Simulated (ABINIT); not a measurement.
# TiO2 (C2/c): bands and cutoff in G0W0 with ABINIT, part 2 of 2

Aim: raise bands and screening cutoff together for TiO2 (C2/c) and follow gap and time.

ABINIT 10.8.3; LDA and many-body steps on it, plane waves. Known limits of the many-body steps: not at the basis limit; coarse k mesh.

So far. Step 3 (Screening, 4×4×2 mesh, 94 bands, screening to 93.3 eV): Local fields lower ε∞ by 6 %. On a Γ-centred mesh this coarse the value itself is usually too large, while a short band sum pulls it down. Step 4 (94 bands, 93.3 eV): The gap on the mesh goes from 2.00 eV to 3.61 eV, a correction of +1.61 eV.

## (6) 131 bands, 123.5 eV

This step: G0W0 on LDA, plane waves, norm-conserving pseudopotentials.

Input file run.abi:

```
acell 3*1.0 Angstrom
rprim 
  2.706034000000 -2.706655000000 -0.000000000000
  2.706034000000 2.706655000000 -0.000000000000
  -2.633531000000 -0.000000000000 4.796637000000
ntypat 2
znucl 22 8
natom 6
typat 1 1 2 2 2 2
xred 
  0.134110000000 0.865890000000 0.250000000000
  0.865890000000 0.134110000000 0.750000000000
  0.331221000000 0.088755000000 0.667149000000
  0.668779000000 0.911245000000 0.332851000000
  0.911245000000 0.668779000000 0.832851000000
  0.088755000000 0.331221000000 0.167149000000
pp_dirpath "pseudos"
pseudos "Ti.upf, O.upf"
ecut 38
ngkpt 4 4 2
nshiftk 1
shiftk 0 0 0
kptopt 1
chksymbreak 0
istwfk *1
occopt 1
irdwfk 1
optdriver 4
nband 131
gwcalctyp 0
ecutsigx 38
symsigma 1
nkptgw 6
kptgw 
  0.5000000000 0.5000000000 0.0000000000
  0.0000000000 0.0000000000 0.0000000000
  0.5000000000 0.0000000000 0.0000000000
  0.0000000000 0.0000000000 0.5000000000
  0.5000000000 0.0000000000 0.5000000000
  0.5000000000 0.5000000000 0.5000000000
bdgw 
  23 26
  23 26
  23 26
  23 26
  23 26
  23 26
ecuteps 4.54
irdscr 1
ppmodel 1
indata_prefix "in"
outdata_prefix "out"
tmpdata_prefix "tmp"
```

Command:

```sh
OMP_NUM_THREADS=1 mpirun -n 4 abinit run.abi > log
```

Numbers of over 12 decimals in the logs are rounded to 6 here.

Log:

```text
.Version 10.8.3 of ABINIT. v10.8.2 released Aug 2026.

 Symmetries : space group C2/c (# 15); Bravais mC (1-face-center monocl.)
[... echo of the input left out ...]
== DATASET  1 ==================================================================
-   mpi_nproc: 4, omp_nthreads: 1 (-1 if OMP is not activated)

--- !DatasetInfo
iteration_state: {dtset: 1, }
dimensions: {natom: 6, nkpt: 14, mband: 131, nsppol: 1, nspinor: 1, nspden: 1, mpw: 5320, }
cutoff_energies: {ecut:  38.0, pawecutdg:  -1.0, }
electrons: {nelect:   4.80000000E+01, charge:   0.00000000E+00, occopt:   1.00000000E+00, tsmear:   1.00000000E-02, }

 SIGMA: Calculation of the GW corrections

 Based on a program developped by R.W. Godby, V. Olevano, G. Onida, and L. Reining.
 Incorporated in ABINIT by V. Olevano, G.-M. Rignanese, and M. Torrent.
.Using double precision arithmetic ; gwpc =  8

[... cell and pseudopotentials left out ...]
--------------------------------------------------------------------------------

 ==== K-mesh for the wavefunctions ====
 Number of points in the irreducible wedge :    14
[... list of points left out ...]
 Together with  4 symmetry operations and time-reversal symmetry
 yields    32 points in the full Brillouin Zone.

 ==== Q-mesh for screening function ====
 Number of points in the irreducible wedge :    14
[... list of points left out ...]
 Together with  4 symmetry operations and time-reversal symmetry
 yields    32 points in the full Brillouin Zone.

 vcoul_init : cutoff-mode = AUXILIARY_FUNCTION
 q-points for optical limit:   1
     1)      0.000010    0.000020    0.000030
 setmesh: FFT mesh size selected  =    40x   40x   54
          total number of points  =        86400

 Number of electrons calculated from density =   48.0000; Expected =   48.0000
[...]
--- !SelfEnergy_ee
iteration_state: {dtset: 1, }
kpoint     : [   0.000,    0.000,    0.000, ]
spin       : 1
KS_gap     :    2.437
QP_gap     :    4.115
Delta_QP_KS:    1.678
data: !SigmaeeData |
     Band     E0 <VxcDFT>   SigX SigC(E0)      Z dSigC/dE  Sig(E)    E-E0       E
[...]
--- !SelfEnergy_ee
iteration_state: {dtset: 1, }
kpoint     : [   0.500,    0.000,    0.000, ]
spin       : 1
KS_gap     :    3.788
QP_gap     :    5.580
Delta_QP_KS:    1.791
data: !SigmaeeData |
     Band     E0 <VxcDFT>   SigX SigC(E0)      Z dSigC/dE  Sig(E)    E-E0       E
[...]
--- !SelfEnergy_ee
iteration_state: {dtset: 1, }
kpoint     : [   0.000,    0.000,    0.500, ]
spin       : 1
KS_gap     :    2.490
QP_gap     :    4.184
Delta_QP_KS:    1.694
data: !SigmaeeData |
     Band     E0 <VxcDFT>   SigX SigC(E0)      Z dSigC/dE  Sig(E)    E-E0       E
[...]
--- !SelfEnergy_ee
iteration_state: {dtset: 1, }
kpoint     : [   0.500,    0.000,    0.500, ]
spin       : 1
KS_gap     :    3.644
QP_gap     :    5.427
Delta_QP_KS:    1.782
data: !SigmaeeData |
     Band     E0 <VxcDFT>   SigX SigC(E0)      Z dSigC/dE  Sig(E)    E-E0       E
[...]
--- !SelfEnergy_ee
iteration_state: {dtset: 1, }
kpoint     : [   0.500,    0.500,    0.500, ]
spin       : 1
KS_gap     :    3.240
QP_gap     :    5.007
Delta_QP_KS:    1.766
data: !SigmaeeData |
     Band     E0 <VxcDFT>   SigX SigC(E0)      Z dSigC/dE  Sig(E)    E-E0       E
[...]
25   6.622 -20.841 -12.390  -6.093   0.768  -0.301 -19.029   1.812   8.434
       26   6.622 -20.841 -12.390  -6.093   0.768  -0.301 -19.029   1.812   8.434

== END DATASET(S) ==============================================================
================================================================================

 -outvars: echo values of variables after computation  --------
           etotal      0.0000000000E+00
            nband         131
             nkpt          14
          spgroup          15
 [... the other variables as echoed above ...]

 Calculation completed.
```

It took 28 s on 4 MPI ranks of Arm Neoverse V2, shared host; peak memory 1.2 GiB.

Numbers from this step:

| Property | Result |
| --- | --- |
| G0W0 gap on the mesh | 3.625 eV |
| starting gap on the mesh | 1.999 eV |
| k of the valence top | 0.5, 0.5, 0 |
| k of the conduction bottom | 0, 0, 0 |
| Z at the valence top | 0.761 |
| Z at the conduction bottom | 0.784 |
| least direct G0W0 gap on the computed points | 4.115 eV |

Against G0W0 in ABINIT (4×4×2 mesh, 94 bands, screening to 93.3 eV, Godby-Needs plasmon pole), the gap moves by +0.014 eV.

## (7) Screening, 4×4×2 mesh, 190 bands, screening to 164.9 eV

This step: RPA screening on LDA, plane waves, norm-conserving pseudopotentials.

run.abi: that of step 6 with these lines changed.

```diff
@@ -27,25 +27,8 @@
 irdwfk 1
-optdriver 4
-nband 131
-gwcalctyp 0
-ecutsigx 38
-symsigma 1
-nkptgw 6
-kptgw 
-  0.5000000000 0.5000000000 0.0000000000
-  0.0000000000 0.0000000000 0.0000000000
-  0.5000000000 0.0000000000 0.0000000000
-  0.0000000000 0.0000000000 0.5000000000
-  0.5000000000 0.0000000000 0.5000000000
-  0.5000000000 0.5000000000 0.5000000000
-bdgw 
-  23 26
-  23 26
-  23 26
-  23 26
-  23 26
-  23 26
-ecuteps 4.54
-irdscr 1
-ppmodel 1
+optdriver 3
+nband 190
+ecuteps 6.06
+inclvkb 2
+awtr 1
+symchi 1
 indata_prefix "in"
```

Log:

```text
.Version 10.8.3 of ABINIT. v10.8.2 released Aug 2026.

 Symmetries : space group C2/c (# 15); Bravais mC (1-face-center monocl.)
[... echo of the input left out ...]
== DATASET  1 ==================================================================
-   mpi_nproc: 4, omp_nthreads: 1 (-1 if OMP is not activated)

--- !DatasetInfo
iteration_state: {dtset: 1, }
dimensions: {natom: 6, nkpt: 14, mband: 190, nsppol: 1, nspinor: 1, nspden: 1, mpw: 5320, }
cutoff_energies: {ecut:  38.0, pawecutdg:  -1.0, }
[...]
--------------------------------------------------------------------------------
[... chi0 elements left out ...]
 For q-point:  0.000010 0.000020 0.000030
  dielectric constant =   6.7622
  dielectric constant without local fields =   7.2740

  Average fulfillment of the sum rule on Im[epsilon] for q-point    1 :     67.71  [%]
[... wings left out ...]
  q-point number  2        q = ( 0.250000, 0.000000, 0.000000) [r.l.u.]
--------------------------------------------------------------------------------
[... chi0 elements left out ...]
  Average fulfillment of the sum rule on Im[epsilon] for q-point    2 :     75.10  [%]

 [... 12 further q-points ...]
```

Elapsed: 4 min, on 4 MPI ranks; peak memory 2.2 GiB; 16 min of CPU time.

This step gave:

```
ε∞ with local fields, on this mesh, along the program's q direction : 6.762
the same without local fields                                       : 7.274
plasma frequency                                                    : 30.69 eV
plane waves in the screening matrix                                 : 331
```

## (8) 190 bands, 164.9 eV

This step: G0W0 on LDA, plane waves, norm-conserving pseudopotentials.

run.abi: that of step 7 with these lines changed.

```diff
@@ -27,8 +27,25 @@
 irdwfk 1
-optdriver 3
+optdriver 4
 nband 190
+gwcalctyp 0
+ecutsigx 38
+symsigma 1
+nkptgw 6
+kptgw 
+  0.5000000000 0.5000000000 0.0000000000
+  0.0000000000 0.0000000000 0.0000000000
+  0.5000000000 0.0000000000 0.0000000000
+  0.0000000000 0.0000000000 0.5000000000
+  0.5000000000 0.0000000000 0.5000000000
+  0.5000000000 0.5000000000 0.5000000000
+bdgw 
+  23 26
+  23 26
+  23 26
+  23 26
+  23 26
+  23 26
 ecuteps 6.06
-inclvkb 2
-awtr 1
-symchi 1
+irdscr 1
+ppmodel 1
 indata_prefix "in"
```

Log:

```text
.Version 10.8.3 of ABINIT. v10.8.2 released Aug 2026.

 Symmetries : space group C2/c (# 15); Bravais mC (1-face-center monocl.)
[... echo of the input left out ...]
== DATASET  1 ==================================================================
-   mpi_nproc: 4, omp_nthreads: 1 (-1 if OMP is not activated)

--- !DatasetInfo
iteration_state: {dtset: 1, }
dimensions: {natom: 6, nkpt: 14, mband: 190, nsppol: 1, nspinor: 1, nspden: 1, mpw: 5320, }
cutoff_energies: {ecut:  38.0, pawecutdg:  -1.0, }
[...]
Band     E0 <VxcDFT>   SigX SigC(E0)      Z dSigC/dE  Sig(E)    E-E0       E
[...]
25   6.622 -20.841 -12.390  -6.277   0.767  -0.303 -19.172   1.669   8.291
       26   6.622 -20.841 -12.390  -6.277   0.767  -0.303 -19.172   1.669   8.291

== END DATASET(S) ==============================================================
================================================================================

 -outvars: echo values of variables after computation  --------
           etotal      0.0000000000E+00
            nband         190
             nkpt          14
          spgroup          15
 [... the other variables as echoed above ...]

 Calculation completed.
```

Run time: 87 s. Hardware: 4 MPI ranks; peak memory 2 GiB.

This step gave:

| Item | Value |
| --- | --- |
| G0W0 gap on the mesh | 3.581 eV |
| starting gap on the mesh | 1.999 eV |
| k of the valence top | 0.5, 0.5, 0 |
| k of the conduction bottom | 0, 0, 0 |
| least direct G0W0 gap on the computed points | 4.068 eV |

Against G0W0 in ABINIT (4×4×2 mesh, 131 bands, screening to 123.5 eV, Godby-Needs plasmon pole), the gap moves by −0.044 eV.

## (9) Screening, 4×4×2 mesh, 270 bands, screening to 214.4 eV

This step: RPA screening on LDA, plane waves, norm-conserving pseudopotentials.

run.abi: that of step 8 with these lines changed.

```diff
@@ -27,25 +27,8 @@
 irdwfk 1
-optdriver 4
-nband 190
-gwcalctyp 0
-ecutsigx 38
-symsigma 1
-nkptgw 6
-kptgw 
-  0.5000000000 0.5000000000 0.0000000000
-  0.0000000000 0.0000000000 0.0000000000
-  0.5000000000 0.0000000000 0.0000000000
-  0.0000000000 0.0000000000 0.5000000000
-  0.5000000000 0.0000000000 0.5000000000
-  0.5000000000 0.5000000000 0.5000000000
-bdgw 
-  23 26
-  23 26
-  23 26
-  23 26
-  23 26
-  23 26
-ecuteps 6.06
-irdscr 1
-ppmodel 1
+optdriver 3
+nband 270
+ecuteps 7.88
+inclvkb 2
+awtr 1
+symchi 1
 indata_prefix "in"
```

Log:

```text
.Version 10.8.3 of ABINIT. v10.8.2 released Aug 2026.

 Symmetries : space group C2/c (# 15); Bravais mC (1-face-center monocl.)
[... echo of the input left out ...]
== DATASET  1 ==================================================================
-   mpi_nproc: 4, omp_nthreads: 1 (-1 if OMP is not activated)

--- !DatasetInfo
iteration_state: {dtset: 1, }
dimensions: {natom: 6, nkpt: 14, mband: 270, nsppol: 1, nspinor: 1, nspden: 1, mpw: 5320, }
cutoff_energies: {ecut:  38.0, pawecutdg:  -1.0, }
[...]
--------------------------------------------------------------------------------
[... chi0 elements left out ...]
 For q-point:  0.000010 0.000020 0.000030
  dielectric constant =   6.7475
  dielectric constant without local fields =   7.2770

  Average fulfillment of the sum rule on Im[epsilon] for q-point    1 :     74.94  [%]
[... wings left out ...]
  q-point number  2        q = ( 0.250000, 0.000000, 0.000000) [r.l.u.]
--------------------------------------------------------------------------------
[... chi0 elements left out ...]
  Average fulfillment of the sum rule on Im[epsilon] for q-point    2 :     80.74  [%]

 [... 12 further q-points ...]
```

Wall time 9.2 min (4 MPI ranks); peak memory 3 GiB.

This step gave:

- ε∞ with local fields, on this mesh, along the program's q direction: 6.747
- the same without local fields: 7.277
- plasma frequency: 30.69 eV
- plane waves in the screening matrix: 531

## (10) 270 bands, 214.4 eV

This step: G0W0 on LDA, plane waves, norm-conserving pseudopotentials.

run.abi: that of step 9 with these lines changed.

```diff
@@ -27,8 +27,25 @@
 irdwfk 1
-optdriver 3
+optdriver 4
 nband 270
+gwcalctyp 0
+ecutsigx 38
+symsigma 1
+nkptgw 6
+kptgw 
+  0.5000000000 0.5000000000 0.0000000000
+  0.0000000000 0.0000000000 0.0000000000
+  0.5000000000 0.0000000000 0.0000000000
+  0.0000000000 0.0000000000 0.5000000000
+  0.5000000000 0.0000000000 0.5000000000
+  0.5000000000 0.5000000000 0.5000000000
+bdgw 
+  23 26
+  23 26
+  23 26
+  23 26
+  23 26
+  23 26
 ecuteps 7.88
-inclvkb 2
-awtr 1
-symchi 1
+irdscr 1
+ppmodel 1
 indata_prefix "in"
```

Log:

```text
.Version 10.8.3 of ABINIT. v10.8.2 released Aug 2026.

 Symmetries : space group C2/c (# 15); Bravais mC (1-face-center monocl.)
[... echo of the input left out ...]
== DATASET  1 ==================================================================
-   mpi_nproc: 4, omp_nthreads: 1 (-1 if OMP is not activated)

--- !DatasetInfo
iteration_state: {dtset: 1, }
dimensions: {natom: 6, nkpt: 14, mband: 270, nsppol: 1, nspinor: 1, nspden: 1, mpw: 5320, }
cutoff_energies: {ecut:  38.0, pawecutdg:  -1.0, }
[...]
Band     E0 <VxcDFT>   SigX SigC(E0)      Z dSigC/dE  Sig(E)    E-E0       E
[...]
25   6.622 -20.841 -12.390  -6.458   0.766  -0.306 -19.315   1.526   8.148
       26   6.622 -20.841 -12.390  -6.458   0.766  -0.306 -19.315   1.526   8.148

== END DATASET(S) ==============================================================
================================================================================

 -outvars: echo values of variables after computation  --------
           etotal      0.0000000000E+00
            nband         270
             nkpt          14
          spgroup          15
 [... the other variables as echoed above ...]

 Calculation completed.
```

Wall time 4.9 min (4 MPI ranks); peak memory 3.3 GiB.

This step gave:

- G0W0 gap on the mesh: 3.577 eV
- starting gap on the mesh: 1.999 eV
- k of the valence top: 0.5, 0.5, 0
- k of the conduction bottom: 0, 0, 0
- least direct G0W0 gap on the computed points: 4.056 eV

Against G0W0 in ABINIT (4×4×2 mesh, 190 bands, screening to 164.9 eV, Godby-Needs plasmon pole), the gap moves by −0.004 eV.

## (11) Screening, 4×4×2 mesh, 381 bands, screening to 274.8 eV

This step: RPA screening on LDA, plane waves, norm-conserving pseudopotentials.

run.abi: that of step 10 with these lines changed.

```diff
@@ -27,25 +27,8 @@
 irdwfk 1
-optdriver 4
-nband 270
-gwcalctyp 0
-ecutsigx 38
-symsigma 1
-nkptgw 6
-kptgw 
-  0.5000000000 0.5000000000 0.0000000000
-  0.0000000000 0.0000000000 0.0000000000
-  0.5000000000 0.0000000000 0.0000000000
-  0.0000000000 0.0000000000 0.5000000000
-  0.5000000000 0.0000000000 0.5000000000
-  0.5000000000 0.5000000000 0.5000000000
-bdgw 
-  23 26
-  23 26
-  23 26
-  23 26
-  23 26
-  23 26
-ecuteps 7.88
-irdscr 1
-ppmodel 1
+optdriver 3
+nband 381
+ecuteps 10.1
+inclvkb 2
+awtr 1
+symchi 1
 indata_prefix "in"
```

Log:

```text
.Version 10.8.3 of ABINIT. v10.8.2 released Aug 2026.

 Symmetries : space group C2/c (# 15); Bravais mC (1-face-center monocl.)
[... echo of the input left out ...]
== DATASET  1 ==================================================================
-   mpi_nproc: 4, omp_nthreads: 1 (-1 if OMP is not activated)

--- !DatasetInfo
iteration_state: {dtset: 1, }
dimensions: {natom: 6, nkpt: 14, mband: 381, nsppol: 1, nspinor: 1, nspden: 1, mpw: 5320, }
cutoff_energies: {ecut:  38.0, pawecutdg:  -1.0, }
[...]
--------------------------------------------------------------------------------
[... chi0 elements left out ...]
 For q-point:  0.000010 0.000020 0.000030
  dielectric constant =   6.7442
  dielectric constant without local fields =   7.2782

  Average fulfillment of the sum rule on Im[epsilon] for q-point    1 :     80.88  [%]
[... wings left out ...]
  q-point number  2        q = ( 0.250000, 0.000000, 0.000000) [r.l.u.]
--------------------------------------------------------------------------------
[... chi0 elements left out ...]
  Average fulfillment of the sum rule on Im[epsilon] for q-point    2 :     85.08  [%]

 [... 12 further q-points ...]
```

Run time: 22 min. Hardware: 4 MPI ranks; peak memory 4.5 GiB; 89 min of CPU time.

Numbers from this step:

```
ε∞ with local fields, on this mesh, along the program's q direction : 6.744
the same without local fields                                       : 7.278
plasma frequency                                                    : 30.69 eV
plane waves in the screening matrix                                 : 765
```

## (12) 381 bands, 274.8 eV

This step: G0W0 on LDA, plane waves, norm-conserving pseudopotentials.

run.abi: that of step 11 with these lines changed.

```diff
@@ -27,8 +27,25 @@
 irdwfk 1
-optdriver 3
+optdriver 4
 nband 381
+gwcalctyp 0
+ecutsigx 38
+symsigma 1
+nkptgw 6
+kptgw 
+  0.5000000000 0.5000000000 0.0000000000
+  0.0000000000 0.0000000000 0.0000000000
+  0.5000000000 0.0000000000 0.0000000000
+  0.0000000000 0.0000000000 0.5000000000
+  0.5000000000 0.0000000000 0.5000000000
+  0.5000000000 0.5000000000 0.5000000000
+bdgw 
+  23 26
+  23 26
+  23 26
+  23 26
+  23 26
+  23 26
 ecuteps 10.1
-inclvkb 2
-awtr 1
-symchi 1
+irdscr 1
+ppmodel 1
 indata_prefix "in"
```

Log:

```text
.Version 10.8.3 of ABINIT. v10.8.2 released Aug 2026.

 Symmetries : space group C2/c (# 15); Bravais mC (1-face-center monocl.)
[... echo of the input left out ...]
== DATASET  1 ==================================================================
-   mpi_nproc: 4, omp_nthreads: 1 (-1 if OMP is not activated)

--- !DatasetInfo
iteration_state: {dtset: 1, }
dimensions: {natom: 6, nkpt: 14, mband: 381, nsppol: 1, nspinor: 1, nspden: 1, mpw: 5320, }
cutoff_energies: {ecut:  38.0, pawecutdg:  -1.0, }
[...]
Band     E0 <VxcDFT>   SigX SigC(E0)      Z dSigC/dE  Sig(E)    E-E0       E
[...]
25   6.622 -20.841 -12.390  -6.630   0.764  -0.309 -19.449   1.392   8.014
       26   6.622 -20.841 -12.390  -6.630   0.764  -0.309 -19.449   1.392   8.014

== END DATASET(S) ==============================================================
================================================================================

 -outvars: echo values of variables after computation  --------
           etotal      0.0000000000E+00
            nband         381
             nkpt          14
          spgroup          15
 [... the other variables as echoed above ...]

 Calculation completed.
```

Elapsed: 14 min, on 4 MPI ranks; peak memory 5.7 GiB.

Numbers from this step:

```
G0W0 gap on the mesh                         : 3.555 eV
starting gap on the mesh                     : 1.999 eV
k of the valence top                         : 0.5, 0.5, 0
k of the conduction bottom                   : 0, 0, 0
least direct G0W0 gap on the computed points : 4.029 eV
```

Against G0W0 in ABINIT (4×4×2 mesh, 270 bands, screening to 214.4 eV, Godby-Needs plasmon pole), the gap moves by −0.022 eV.

## (13) The runs together

Times are wall times on 4 MPI ranks of Arm Neoverse V2, shared host, good to a factor of about two. A run's time includes the screening step that it read.

| run | mesh | bands | screening cutoff (eV) | DFT gap (eV) | gap on the mesh (eV) | direct (eV) | ε∞ used | time |
| --- | --- | --- | --- | --- | --- | --- | --- | --- |
| 94 bands, 93.3 eV | 4×4×2 | 94 | 93.3 | 1.999 | 3.611 | 4.109 | 6.84 | 81 s |
| 131 bands, 123.5 eV | 4×4×2 | 131 | 123.5 | 1.999 | 3.625 | 4.115 | 6.80 | 2.3 min |
| 190 bands, 164.9 eV | 4×4×2 | 190 | 164.9 | 1.999 | 3.581 | 4.068 | 6.76 | 5.5 min |
| 270 bands, 214.4 eV | 4×4×2 | 270 | 214.4 | 1.999 | 3.577 | 4.056 | 6.75 | 14 min |
| 381 bands, 274.8 eV | 4×4×2 | 381 | 274.8 | 1.999 | 3.555 | 4.029 | 6.74 | 37 min |

## (14) Results

```json
{"94 bands, 93.3 eV": "3.611 eV", "131 bands, 123.5 eV": "3.625 eV", "190 bands, 164.9 eV": "3.581 eV", "270 bands, 214.4 eV": "3.577 eV", "381 bands, 274.8 eV": "3.555 eV", "known limits": "not at the basis limit; coarse k mesh"}
```

From the first rung to the last the gap moves by −0.06 eV for 27 times the time. The steps are not yet shrinking, so no limit is drawn. The 4×4×2 mesh is coarse for this cell, which bears on the long-range parts of exchange and screening.

[Paths, hosts, dates, memory and timing lines, banners, echoed tables and standing remarks are left out of the program output.]

[Logs are printed without paths, hosts, clocks, repeated set-up lines and the standing remarks that a program may print on its own settings, such as how far it seeks lower states.]

[Runs of the session that timed out or met a known fault of the program may be left out.]

[Hosts, paths, dates, database ids (printed as entryN), source tags and the programs' standing remarks are cut or masked in the printed files.]

[G0W0 gaps are taken among the corrected bands and points alone; a level outside them can change the order at an edge.]

[Where Ansatz stands beside ABINIT at settings called matched, ABINIT's density can come from a denser mesh and the files from another edition; pairs whose starting gaps differed by over 0.03 eV were left out, so agreement reads better than it is.]
